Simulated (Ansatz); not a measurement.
# PmF3 (I4/mmm): how robust is the cRPA U?

Aim: hold the target of a cRPA run on PmF3 (I4/mmm) and move one thing at a time.

Main program and level: Ansatz 0.2.0; constrained RPA on LDA, plane waves, PAW.

**1. The structure**

The structure is tetragonal, space group I4/mmm (No. 139). The conventional cell has a = 3.716 Å, b = 3.716 Å, c = 6.503 Å, α = 90.00°, β = 90.00°, γ = 90.00°. Pm has 12 F at 2.47 to 2.63 Å nearest. F has 4 F at 2.47 Å and 4 Pm at 2.47 Å nearest. Nearest to F lie 8 F at 2.47 Å and 4 Pm at 2.63 Å. Farther neighbours and most contacts between anions are not listed.

The cell and positions are those that the Materials Project relaxed with its own functionals (PBE, PBE+U or r2SCAN), kept fixed. Spin-orbit coupling is left out unless a step names it. The default PAW set here is soft_2. Its files were made with PBE.

**2. Base: Pm f, bands v2 to c5, 6×6×6 mesh, medium accuracy**

Constrained RPA screens the interaction with every transition except those inside the target bands, which a later many-body model would treat itself.

File input.yaml:

```yaml
crystal:
  lattice:
    - [-1.85792219, 1.85792219, 3.25155741]
    - [1.85792219, -1.85792219, 3.25155741]
    - [1.85792219, 1.85792219, -3.25155741]
  atoms:
    - { symbol: Pm, position: [0.0, 0.0, 0.0] }
    - { symbol: F, position: [0.75, 0.25, 0.5] }
    - { symbol: F, position: [0.25, 0.75, 0.5] }
    - { symbol: F, position: [0.5, 0.5, 0.0] }
kpoints:
  mp_grid: { grid: [12, 12, 12] }
hamiltonian:
  xc: lda
scf:
  occupations: { method: gaussian, width: 0.08 }
  n_extra_bands: 21
  max_iter: 150
output:
  crpa:
    kmesh: [6, 6, 6]
    target_bands: [v2, c5]
    projections: [{ species: Pm, l: f, shell: 4 }]
  local_orbitals:
    kmesh: [6, 6, 6]
    orbitals: [{ species: Pm, l: f, shell: 4 }]
    window: { bands: [v2, c5] }
    seedname: lo
```

On the command line:

```
$ ansatz run input.yaml --threads 4 --pin off --max-ram 9216MiB --backend cpu --events-out ev --progress --plain --runs-dir out
```

Numbers of over 12 decimals in the logs are rounded to 6 here.

Log:

```text
Pm: projections on atomic orbitals take those of the free atom [Kr 4d10] 4f5 5s2 5p6 5d0 6s2, of charge +0.00 (hamiltonian.pseudopotentials.projection_atoms); the dataset's partial waves leave at most 2.4e-5 of an orbital's norm unspanned inside its sphere
scf.n_extra_bands = 21 over 18 filled bands (N_el = 36.0): the run solves 39 bands
Engine: ansatz 0.2.0, aarch64-unknown-linux-gnu
Pseudopotentials: kind: paw
Pseudopotential: Pm, paw, valence charge 15, recommended cutoff 590 eV (normal), Pm.paw.azcp
Pseudopotential: F, paw, valence charge 7, recommended cutoff 420 eV (normal), F.paw.azcp
Functional definition: SPW92
  exchange = slater_x
  correlation = pw_c
Crystal: 4 atoms, lattice volume = 44.896 Å³
Basis set: ecut = 590 eV, 1477 PW (Γ)
Bands: 39, of which v1, the nominal top of the filled ones, is band 18 counted from 1 (17 counted from 0)
Symmetry: 16 space group operations
Space group: I4/mmm (ITA 139), of the structure as read, at distance tolerance 3.6e-5 Å
k-points: 163 of 1728
Non-local potential: Pm, projectors of the file, l = 0: 3, l = 1: 3, l = 2: 3, l = 3: 4
Non-local potential: F, projectors of the file, l = 0: 2, l = 1: 2, l = 2: 1
PAW form: soft (Blöchl's): semilocal exchange-correlation on the pseudo side does not see the compensation charge
PAW frozen core: Pm, as the file was generated: its core relaxes under this functional
PAW frozen core: F, regenerated for the run's functional, and the local potential with it (the file was generated under x = pbe(κ = 0.804, μ = 0.219515), c = pbe(β = 0.066725))
PAW one-centre angular grid: Pm, 590 points (default); XC on 64 Gauss nodes
PAW one-centre angular grid: F, 110 points (default); XC on 64 Gauss nodes
Initial density: superposition of atomic densities (chi_scale 0.1, normalization cell)
Initial wavefunctions: pseudopotential atomic-orbital guess
Functional: x = slater, c = lda
SCF iter   1: F=—  HF=-9968.905724 eV  |F-HF|=—  |Δ(HF+E_count)|=         —  Δρ=1.81e-1  dr2=6.28e0  ethr=3.10e-3  ⟨swp⟩=5.1  Hψ=23942  notcnv=0  defer=808
preconditioner: auto → Kerker (q_TF=auto, 2.630 Å⁻¹)  [metal: Δε(μ)=0.001 eV  Ē_g=22.110 eV  σ=0.080 eV  W_gap=0.00  n_scr=14 (ndim 8)  ℏωp=32.3 eV  f_vac=0.000  D(μ)=48.59/eV (n_scr^D=2082)]
SCF iter   2: F=—  HF=-9967.549447 eV  |F-HF|=—  |Δ(HF+E_count)|=    1.36e0  Δρ=2.40e-1  dr2=3.73e0  ethr=3.10e-3  ⟨swp⟩=2.0  Hψ=12093  notcnv=0  defer=1680
SCF iter   3: F=—  HF=-9969.748317 eV  |F-HF|=—  |Δ(HF+E_count)|=    2.20e0  Δρ=5.14e-1  dr2=1.54e1  ethr=3.10e-3  ⟨swp⟩=2.0  Hψ=8941  notcnv=0  defer=1688  recentre
SCF iter   4: F=—  HF=-9967.376376 eV  |F-HF|=—  |Δ(HF+E_count)|=    2.37e0  Δρ=2.48e-1  dr2=3.53e0  ethr=3.10e-3  ⟨swp⟩=2.0  Hψ=8991  notcnv=0  defer=1908
[...]
cRPA screening: q 36/216 (q-point 9)
cRPA screening: q 52/216 (q-point 13)
cRPA screening: q 60/216 (q-point 14)
cRPA screening: q 76/216 (q-point 15)
[...]
cRPA screening: q 200/216 (q-point 94)
cRPA screening: q 208/216 (q-point 99)
cRPA screening: q 212/216 (q-point 100)
cRPA screening: q 216/216 (q-point 130)
SCF converged after 19 iterations
Free energy (F): -9967.126250 eV
Harris-Foulkes:  -9967.126250 eV  (|F-HF|=2.84e-8)
Internal energy: -9966.956593 eV  (E = F + TS)
E sigma→0 (E₀):  -9967.041422 eV
Entropy (-TS):   -0.169656 eV (-42.414 meV/atom)
Fermi energy:    11.461044 eV
--- Per-component energies (eV) ---
  E_band       = 8.700018
  E_kinetic    = 954.667322
  E_local      = -2358.254062  (includes V_loc(G=0)·N_el)
  E_nonlocal   = 729.328157
  E_hartree    = 795.575472
  E_xc         = -788.567600
  E_vxc        = -504.032484  (∫ρ·V_xc dr)
  E_paw        = -6065.878567  (= ΣΔE_a, less E_core_relax)
  E_vpaw       = -404.160420  (= ΣTr[D̂ρ^β], less what the cores' own moments, if any, meet on the grid)
  E_core_relax = -0.024442  (the energy of the cores' relaxation)
  E_aug_tail   = -0.000243  (compensation charges beyond the density's cutoff)
  E_ewald      = -3234.142386
  E_core_change = 0.339755  (= ΣΔE_core)
  E_smearing   = -0.169656  (= −TS)
  E_closure    = 0.000000  (closes the sum)
  Σ components = -9967.126250   (vs F -9967.126250, Δ=0.00e0)
--- Band table (eV; the first three rows and the last of 163) ---
  k-point 0: bands = [... 14 lower, 8.5592, 8.9518, 11.4628, 11.4637, 11.5372, 11.5372, 11.6228, 11.6834, ... 17 higher]
  k-point 1: bands = [... 14 lower, 8.5481, 8.9178, 11.4638, 11.4680, 11.5214, 11.5262, 11.6126, 11.6356, ... 17 higher]
  k-point 2: bands = [... 14 lower, 8.5153, 8.8397, 11.4687, 11.4818, 11.4839, 11.4992, 11.5535, 11.5851, ... 17 higher]
  k-point 162: bands = [... 14 lower, 8.0355, 8.0751, 11.3942, 11.4560, 11.5944, 11.5944, 11.6944, 11.6944, ... 17 higher]
--- cRPA (band scheme, projected local orbitals): target bands 17..23 (1-based), 7 Wannier function(s), 6×6×6 mesh, 46 bands' worth read of 51 solved, ecut_chi 136.0 eV, v(q+G=0) probe_charge, pair densities all_electron ---
  bands read: the sum over 46 bands ends inside a degenerate multiplet in 3 slots, whose members it reads at an even weight; the widest, k=0: bands 46 to 47 (counted from 1) at 1/2 each
  χ-basis size per q: N_G = 148..176
  window electrons = 4.0000, filled by tetrahedron_uncorrected; constrained ε̄⁻¹(q = 0, 0) head = 0.271414; min gauge Gram eig = 0.9078
  Kanamori averages over each shell's own Wannier functions (sites counted from 0, functions from 1):
    Site 0, 4F, 7 of 7 f orbitals (Wannier functions 1, 2, 3, 4, 5, 6, 7; wannier90's mr 1, 2, 3, 4, 5, 6, 7):
      screened: U = 7.8742 eV, U' = 6.5973 eV, J = 0.5976 eV
      screened f-shell averages: U_bar = F0 = 6.7797 eV, J_bar = 0.7801 eV
      screened, to within: U = 1.6e-2 eV, U' = 1.6e-2 eV, J = 1.0e-3 eV
      screened f-shell averages, to within: U_bar = 1.4e-2 eV, J_bar = 1.4e-3 eV
      bare: V = 27.2691 eV, V' = 25.6671 eV, J = 0.7416 eV
      bare f-shell averages: V_bar = F0 = 25.8960 eV, J_bar = 0.9704 eV
  Hermiticity witness max|P − P†| over intra, direct and exchange elements: 2.84e-14 eV (screened), 3.90e-25 eV (bare)
  Reality witness max|Im| over intra, direct and exchange elements: 1.26e-19 eV (screened), 3.16e-19 eV (bare)
```

Wall time 24 min (4 threads of Arm Neoverse V2, shared host); peak memory 1.1 GiB; 1.5 h of CPU time.

Numbers from this step:

- U: 7.874 eV
- U prime (inter-orbital): 6.597 eV
- J: 0.5976 eV
- bare V: 27.27 eV
- bare J: 0.7416 eV
- stated bound on U: 0.01528 eV
- U over bare V: 0.2888
- electrons in the window: 4.000
- head of the constrained inverse dielectric matrix: 0.2714
- least eigenvalue of the projection's overlap: 0.9078
- target functions: 7
- bands in the sums: 46
- r.m.s. miss of the model bands: 1.87e-4 eV
- width of the target bands: 0.3969 eV
- weight of the projected orbitals in the window: 0.9641

On the Pm f shell, screening brings the on-site interaction from 27.3 eV down to U = 7.87 eV.

**3. Changed: 4×4×4 mesh**

input.yaml, as its differences from that of step 2:

```diff
@@ -20,9 +20,4 @@
   crpa:
-    kmesh: [6, 6, 6]
+    kmesh: [4, 4, 4]
     target_bands: [v2, c5]
     projections: [{ species: Pm, l: f, shell: 4 }]
-  local_orbitals:
-    kmesh: [6, 6, 6]
-    orbitals: [{ species: Pm, l: f, shell: 4 }]
-    window: { bands: [v2, c5] }
-    seedname: lo
```

Log:

```text
[...]
Crystal: 4 atoms, lattice volume = 44.896 Å³
Basis set: ecut = 590 eV, 1477 PW (Γ)
Bands: 39, of which v1, the nominal top of the filled ones, is band 18 counted from 1 (17 counted from 0)
Symmetry: 16 space group operations
[...]
k-points: 163 of 1728
[...]
SCF iter   1: F=—  HF=-9968.905724 eV  |F-HF|=—  |Δ(HF+E_count)|=         —  Δρ=1.81e-1  dr2=6.28e0  ethr=3.10e-3  ⟨swp⟩=5.1  Hψ=23942  notcnv=0  defer=808
[...]
SCF iter  19: F=-9967.126250 eV  HF=-9967.126250 eV  |F-HF|=2.84e-8  |Δ(HF+E_count)|=   1.19e-8  Δρ=2.83e-5  dr2=3.77e-8  ethr=2.78e-10  ⟨swp⟩=7.2  Hψ=29465  notcnv=0
SCF 1 converged in 19 iterations: F = -9967.126250 eV  dr2 = 3.77e-8
[...]
NSCF: frozen V_eff on 13 k-points
[...]
cRPA screening: q 1/64
cRPA screening: q 2/64
cRPA screening: q 6/64 (q-point 3)
cRPA screening: q 8/64 (q-point 5)
cRPA screening: q 16/64 (q-point 6)
[...]
Entropy (-TS):   -0.169656 eV (-42.414 meV/atom)
Fermi energy:    11.461044 eV
[...]
--- Band table (eV; the first three rows and the last of 163) ---
  k-point 0: bands = [... 14 lower, 8.5592, 8.9518, 11.4628, 11.4637, 11.5372, 11.5372, 11.6228, 11.6834, ... 17 higher]
  k-point 1: bands = [... 14 lower, 8.5481, 8.9178, 11.4638, 11.4680, 11.5214, 11.5262, 11.6126, 11.6356, ... 17 higher]
  k-point 2: bands = [... 14 lower, 8.5153, 8.8397, 11.4687, 11.4818, 11.4839, 11.4992, 11.5535, 11.5851, ... 17 higher]
  k-point 162: bands = [... 14 lower, 8.0355, 8.0751, 11.3942, 11.4560, 11.5944, 11.5944, 11.6944, 11.6944, ... 17 higher]
[...]
χ-basis size per q: N_G = 148..170
[...]
screened: U = 7.8652 eV, U' = 6.5881 eV, J = 0.5977 eV
      screened f-shell averages: U_bar = F0 = 6.7705 eV, J_bar = 0.7801 eV
      screened, to within: U = 1.5e-2 eV, U' = 1.5e-2 eV, J = 1.1e-3 eV
      screened f-shell averages, to within: U_bar = 1.4e-2 eV, J_bar = 1.4e-3 eV
      bare: V = 27.2768 eV, V' = 25.6748 eV, J = 0.7416 eV
      bare f-shell averages: V_bar = F0 = 25.9036 eV, J_bar = 0.9705 eV
[...]
[key lines of the parts left out:]
SCF converged after 19 iterations
Free energy (F): -9967.126250 eV
```

Elapsed: 3.2 min, on 4 threads; peak memory 0.85 GiB; 12 min of CPU time.

This step gave:

```yaml
u: 7.865 eV
u_prime_inter_orbital: 6.588 eV
j: 0.5977 eV
bare_v: 27.28 eV
bare_j: 0.7416 eV
stated_bound_on_u: 0.01491 eV
u_over_bare_v: 0.2883
electrons_in_the_window: 4.000
head_of_the_constrained_inverse_dielectric_matrix: 0.2697
least_eigenvalue_of_the_projection_s_overlap: 0.9078
target_functions: 7
bands_in_the_sums: 46
width_of_the_target_bands: 0.3969 eV
weight_of_the_projected_orbitals_in_the_window: 0.9641
```

On the Pm f shell, screening brings the on-site interaction from 27.3 eV down to U = 7.87 eV.

**4. Changed: more bands than orbitals**

input.yaml, as its differences from that of step 3:

```diff
@@ -20,4 +20,4 @@
   crpa:
-    kmesh: [4, 4, 4]
-    target_bands: [v2, c5]
+    kmesh: [6, 6, 6]
+    target_bands: [v2, c6]
     projections: [{ species: Pm, l: f, shell: 4 }]
```

Log:

```text
Error: invalid value for `output.crpa.projections`: 7 orbital(s) selected but the target window spans 8 band(s); name one orbital per band of it
```

Elapsed: 0.11 s, on 4 threads; peak memory 0.084 GiB.

The input was rejected at the start.

The program's message: “Error: invalid value for `output.crpa.projections`: 7 orbital(s) selected but the target window spans 8 band(s); name one orbital per band of it”

The fault put into this input: more bands than orbitals.

**5. Side by side**

Times are wall times on 4 threads of Arm Neoverse V2, shared host, good to a factor of about two.

| run | bare V (eV) | U (eV) | J (eV) | bound on U (eV) | width (eV) | time |
| --- | --- | --- | --- | --- | --- | --- |
| target window | 27.27 | 7.874 | 0.598 | 0.0153 | 0.40 | 24 min |
| 4×4×4 mesh | 27.28 | 7.865 | 0.598 | 0.0149 | 0.40 | 3.2 min |

**6. What came out**

```json
{"target window": "U 7.87 eV, J 0.60 eV", "4×4×4 mesh": "U 7.87 eV, J 0.60 eV"}
```

**Reading.** 4×4×4 mesh moves U by −0.01 eV (within the solver's bounds, for the mean over orbitals) at 0.14 times the time. The printed bound covers the solver alone, not the mesh, and no denser mesh than the base was run. The parent state is non-magnetic and the interaction static (zero frequency); U depends on the window and the orbitals, so it belongs to this model alone.

[Paths, hosts, dates, memory and timing lines, banners, echoed tables and standing remarks are left out of the program output.]

[Logs are printed without paths, hosts, clocks, repeated set-up lines and the standing remarks that a program may print on its own settings, such as how far it seeks lower states.]

[Runs of the session that timed out or met a known fault of the program may be left out.]

[Hosts, paths, dates, database ids (printed as entryN), source tags and the programs' standing remarks are cut or masked in the printed files.]
